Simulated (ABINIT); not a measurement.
**A GW chain in ABINIT: CdF2 (Fm-3m)**

How does a plane-wave GW calculation on CdF2 (Fm-3m) run from the first input to the gap?

Calculated with ABINIT 10.8.3; PBE and many-body steps on it, plane waves.

This is a report of a sequence of runs, with most program output left out.

**1. Starting point**

The structure is cubic, space group Fm-3m (No. 225). The conventional cell has a = 5.388 Å, b = 5.388 Å, c = 5.388 Å, α = 90.00°, β = 90.00°, γ = 90.00°. Cd has 8 F at 2.33 Å nearest. Nearest to F lie 4 Cd at 2.33 Å. Farther neighbours and most contacts between anions are not listed.

The cell and positions come from the Crystallography Open Database and are kept as given unless a step says otherwise.

**2. Ground state**

This step: ABINIT 10.8.3; DFT, PBE with spin-orbit coupling, plane waves, norm-conserving pseudopotentials.

The ground-state density comes first.

run.abi

```
acell 3*1.0 Angstrom
rprim 
  0.000000000000 2.694000000000 2.694000000000
  2.694000000000 -0.000000000000 2.694000000000
  2.694000000000 2.694000000000 -0.000000000000
ntypat 2
znucl 48 9
natom 3
typat 1 2 2
xred 
  0.000000000000 0.000000000000 0.000000000000
  0.250000000000 0.250000000000 0.250000000000
  0.750000000000 0.750000000000 0.750000000000
pp_dirpath "pseudos"
pseudos "Cd.upf, F.upf"
ecut 47
nspinor 2
ngkpt 6 6 6
nshiftk 1
shiftk 0 0 0
kptopt 1
chksymbreak 0
nband 44
occopt 1
tolvrs 1e-10
nstep 60
prtwf 0
optforces 0
optstress 0
indata_prefix "in"
outdata_prefix "out"
tmpdata_prefix "tmp"
```

Launch:

```bash
$ OMP_NUM_THREADS=1 mpirun -n 8 abinit run.abi > log
```

It took 95 s on 8 MPI ranks of Arm Neoverse N1, shared host; peak memory 0.75 GiB; 13 min of CPU time.

Numbers from this step:

```yaml
total_energy: -6113.9535 eV
gap: 3.139 eV
k_of_the_valence_top: -0.3333, 0.5, 0.1667
k_of_the_conduction_bottom: 0, 0, 0
least_direct_gap: 3.534 eV
```

The gap is indirect, with the least direct gap 0.40 eV higher.

**3. Bands along the symmetry lines**

Levels along a band path, at the cheap level, show where the edges lie and whether the meshes to come will hold them.

run.abi

```
acell 3*1.0 Angstrom
rprim 
  0.000000000000 2.694000000000 2.694000000000
  2.694000000000 -0.000000000000 2.694000000000
  2.694000000000 2.694000000000 -0.000000000000
ntypat 2
znucl 48 9
natom 3
typat 1 2 2
xred 
  0.000000000000 0.000000000000 0.000000000000
  0.250000000000 0.250000000000 0.250000000000
  0.750000000000 0.750000000000 0.750000000000
pp_dirpath "pseudos"
pseudos "Cd.upf, F.upf"
ecut 47
nspinor 2
iscf -2
irdden 1
kptopt 0
nkpt 26
kpt 
  0.00000000 0.00000000 0.00000000
  0.12500000 0.00000000 0.12500000
  0.25000000 0.00000000 0.25000000
  0.37500000 0.00000000 0.37500000
  0.50000000 0.00000000 0.50000000
  0.53125000 0.06250000 0.53125000
  0.56250000 0.12500000 0.56250000
  0.59375000 0.18750000 0.59375000
  0.62500000 0.25000000 0.62500000
  0.37500000 0.37500000 0.75000000
  0.28125000 0.28125000 0.56250000
  0.18750000 0.18750000 0.37500000
  0.09375000 0.09375000 0.18750000
  0.00000000 0.00000000 0.00000000
  0.12500000 0.12500000 0.12500000
  0.25000000 0.25000000 0.25000000
  0.37500000 0.37500000 0.37500000
  0.50000000 0.50000000 0.50000000
  0.50000000 0.43750000 0.56250000
  0.50000000 0.37500000 0.62500000
  0.50000000 0.31250000 0.68750000
  0.50000000 0.25000000 0.75000000
  0.50000000 0.18750000 0.68750000
  0.50000000 0.12500000 0.62500000
  0.50000000 0.06250000 0.56250000
  0.50000000 0.00000000 0.50000000
istwfk *1
nband 50
nbdbuf 6
tolwfr 1e-08
nstep 40
prtwf 0
prtvol 0
indata_prefix "in"
outdata_prefix "out"
tmpdata_prefix "tmp"
```

Elapsed: 88 s, on 8 MPI ranks; peak memory 0.71 GiB; 12 min of CPU time.

This step gave:

```
gap                        : 3.120 eV
k of the valence top       : 0.5, 0.25, 0.75
k of the conduction bottom : 0, 0, 0
least direct gap           : 3.534 eV
```

The gap is 3.120 eV, −0.019 eV from the run before at this level.

The electronic bands at the labelled points (eV, zero at the top of the highest filled band):

```
    point  band 31  band 32  band 33  band 34  band 35  band 36  band 37  band 38
        Γ    -0.52    -0.52    -0.41    -0.41     3.12     3.12    12.33    12.33
  halfway    -0.35    -0.35    -0.27    -0.27     5.33     5.33    10.67    10.67
        X    -0.13    -0.13    -0.05    -0.05     8.04     8.04     9.68     9.68
  halfway    -0.25    -0.25    -0.11    -0.11     8.05     8.05     9.98     9.98
        U    -0.35    -0.35    -0.19    -0.19     7.99     7.99    10.75    10.75
jump to K    -0.35    -0.35    -0.19    -0.19     7.99     7.99    10.75    10.75
  halfway    -0.45    -0.45    -0.39    -0.39     5.62     5.62    10.67    10.67
        Γ    -0.52    -0.52    -0.41    -0.41     3.12     3.12    12.33    12.33
  halfway    -0.49    -0.49    -0.39    -0.39     4.99     4.99    10.82    10.82
        L    -0.45    -0.45    -0.33    -0.33     7.20     7.20     9.17     9.17
  halfway    -0.47    -0.47    -0.23    -0.23     7.58     7.58     9.85     9.85
        W    -0.60    -0.60     0.00     0.00     8.10     8.10    11.47    11.47
  halfway    -0.53    -0.53    -0.04    -0.04     8.07     8.07    10.27    10.27
        X    -0.13    -0.13    -0.05    -0.05     8.04     8.04     9.68     9.68
```

**4. Empty states on the mesh, 4×4×4 mesh, 114 bands**

The sums over transitions need many empty states on a uniform mesh; this step solves for them.

run.abi

```
acell 3*1.0 Angstrom
rprim 
  0.000000000000 2.694000000000 2.694000000000
  2.694000000000 -0.000000000000 2.694000000000
  2.694000000000 2.694000000000 -0.000000000000
ntypat 2
znucl 48 9
natom 3
typat 1 2 2
xred 
  0.000000000000 0.000000000000 0.000000000000
  0.250000000000 0.250000000000 0.250000000000
  0.750000000000 0.750000000000 0.750000000000
pp_dirpath "pseudos"
pseudos "Cd.upf, F.upf"
ecut 47
nspinor 2
ngkpt 4 4 4
nshiftk 1
shiftk 0 0 0
kptopt 1
chksymbreak 0
iscf -2
irdden 1
istwfk *1
nband 114
nbdbuf 10
tolwfr 1e-09
nstep 60
prtvol 0
indata_prefix "in"
outdata_prefix "out"
tmpdata_prefix "tmp"
```

It took 98 s on 8 MPI ranks; peak memory 0.73 GiB.

Numbers from this step:

```yaml
gap: 3.120 eV
k_of_the_valence_top: -0.25, 0.5, 0.25
k_of_the_conduction_bottom: 0, 0, 0
least_direct_gap: 3.534 eV
k_points_computed: 8
lowest_point_of_the_top_converged_band_above_the_valence_top: 50.4992 eV
```

On this mesh the gap is 3.120 eV.

**5. Screening, 4×4×4 mesh, 104 bands, screening to 119.7 eV**

The RPA dielectric matrix is built and inverted for each q.

This step: RPA screening on PBE with spin-orbit coupling, plane waves, norm-conserving pseudopotentials.

Changes to run.abi since step 4:

```diff
@@ -22,10 +22,11 @@
 chksymbreak 0
-iscf -2
-irdden 1
 istwfk *1
-nband 114
-nbdbuf 10
-tolwfr 1e-09
-nstep 60
-prtvol 0
+occopt 1
+irdwfk 1
+optdriver 3
+nband 104
+ecuteps 4.4
+inclvkb 0
+awtr 1
+symchi 1
 indata_prefix "in"
```

Wall time 4.3 min (8 MPI ranks); peak memory 3.2 GiB; 34 min of CPU time.

Numbers from this step:

```
ε∞ with local fields, on this mesh, along the program's q direction : 3.604
the same without local fields                                       : 3.731
plasma frequency                                                    : 34.62 eV
plane waves in the screening matrix                                 : 113
```

Local fields lower ε∞ by 3 %. On a Γ-centred mesh this coarse the value itself is usually too large, while a short band sum pulls it down.

**6. Self-energy, 4×4×4 mesh, 104 bands, screening to 119.7 eV**

The self-energy is evaluated for the states that the input lists, and the levels follow from it, in one-shot runs by the linearised quasiparticle equation.

This step: G0W0 on PBE with spin-orbit coupling, plane waves, norm-conserving pseudopotentials.

Changes to run.abi since step 5:

```diff
@@ -25,8 +25,17 @@
 irdwfk 1
-optdriver 3
+optdriver 4
 nband 104
+gwcalctyp 0
+ecutsigx 47
+symsigma 0
+nkptgw 2
+kptgw 
+  -0.2500000000 0.5000000000 0.2500000000
+  0.0000000000 0.0000000000 0.0000000000
+bdgw 
+  31 38
+  29 38
 ecuteps 4.4
-inclvkb 0
-awtr 1
-symchi 1
+irdscr 1
+ppmodel 1
 indata_prefix "in"
```

The job ended after 3.3 min (8 MPI ranks; peak memory 2.6 GiB; 26 min of CPU time).

This step gave:

```yaml
g0w0_gap_on_the_points_computed: 5.204 eV
starting_gap_on_the_mesh: 3.120 eV
k_of_the_valence_top: -0.25, 0.5, 0.25
k_of_the_conduction_bottom: 0, 0, 0
z_at_the_valence_top: 0.8
z_at_the_conduction_bottom: 0.872
least_direct_g0w0_gap_on_the_computed_points: 5.882 eV
```

The gap on the mesh goes from 3.12 eV to 5.20 eV, a correction of +2.08 eV.

Limits: finite bands, cutoff and mesh; screening head approximate; d shell near the gap, gap tends to lie low; coarse k mesh. v1 is the top filled band, c1 the lowest empty one. The levels before and after the correction (eV, zero at the valence-band top of each column):

```csv
,conduction bottom,valence top
Kohn-Sham,3.12,0.00
G0W0,5.20,0.00
```

```csv
,level,energy (eV)
Kohn-Sham,(-0.25 0.5 0.25) v3,-0.605
Kohn-Sham,(-0.25 0.5 0.25) v2-v1,0.000
Kohn-Sham,(-0.25 0.5 0.25) c1-c2,8.100
Kohn-Sham,(-0.25 0.5 0.25) c3,11.469
Kohn-Sham,Γ v3,-0.525
Kohn-Sham,Γ v2-v1,-0.414
Kohn-Sham,Γ c1-c2,3.120
Kohn-Sham,Γ c3,12.329
G0W0,(-0.25 0.5 0.25) v3,-0.648
G0W0,(-0.25 0.5 0.25) v2-v1,0.000
G0W0,(-0.25 0.5 0.25) c1-c2,11.378
G0W0,(-0.25 0.5 0.25) c3,13.840
G0W0,Γ v3,-0.773
G0W0,Γ v2-v1,-0.678
G0W0,Γ c1-c2,5.204
G0W0,Γ c3,14.838
```

**7. Where the time went**

Times are wall times on 8 MPI ranks of Arm Neoverse N1, shared host, good to a factor of about two.

```
                          step     time  share  memory (GiB)
                  ground state     95 s   13 %          0.75
bands along the symmetry lines     88 s   12 %          0.71
      empty states on the mesh     98 s   13 %          0.73
                     screening  4.3 min   35 %           3.2
                   self-energy  3.3 min   27 %           2.6
```

**8. What came out**

| Property | Result |
| --- | --- |
| PBE gap | 3.12 eV, indirect |
| G0W0 gap on the mesh | 5.20 eV |
| GW settings | 4×4×4 mesh, 104 bands, screening to 119.7 eV, Godby-Needs plasmon pole |
| known limits | not at the basis limit; screening head approximate; d shell near the gap, gap tends to lie low; coarse k mesh |

G0W0 moves the gap on the mesh from 3.12 eV to 5.20 eV (+2.08 eV), with Z of 0.80 and 0.87 at the edges. Local fields lower the RPA ε∞ on this mesh from 3.73 to 3.60; a Γ-centred mesh this coarse tends to raise both, most where the direct gap is narrow, while a short band sum lowers them. Only 2 of the mesh's irreducible points were corrected, so a valley elsewhere could overtake. Bands and cutoff are finite, so the gap is not at the basis limit. The miss can reach some tenths of an eV and take either sign; the mesh is an error of its own. In the G0W0 run levels were corrected at 2 k points alone, so a gap called «on the mesh» is the least over those, and an edge elsewhere would be missed. The 4×4×4 mesh is coarse for this cell, which bears on the long-range parts of exchange and screening. The long-wavelength limit of the screening leaves out the non-local commutator, which shifts ε∞. A d shell, filled or nearly so, lies near the gap. One-shot GW converges very slowly in bands there, not always from below, and on a semilocal start the gap tends to come out low; starts rich in exact exchange can overshoot instead.

[Paths, hosts, dates, memory and timing lines, banners, echoed tables and standing remarks are left out of the program output.]

[Logs are printed without paths, hosts, clocks, repeated set-up lines and the standing remarks that a program may print on its own settings, such as how far it seeks lower states.]

[Runs of the session that timed out or met a known fault of the program may be left out.]

[Hosts, paths, dates, database ids (printed as entryN), source tags and the programs' standing remarks are cut or masked in the printed files.]

[G0W0 gaps are taken among the corrected bands and points alone; a level outside them can change the order at an edge.]

[Where Ansatz stands beside ABINIT at settings called matched, ABINIT's density can come from a denser mesh and the files from another edition; pairs whose starting gaps differed by over 0.03 eV were left out, so agreement reads better than it is.]
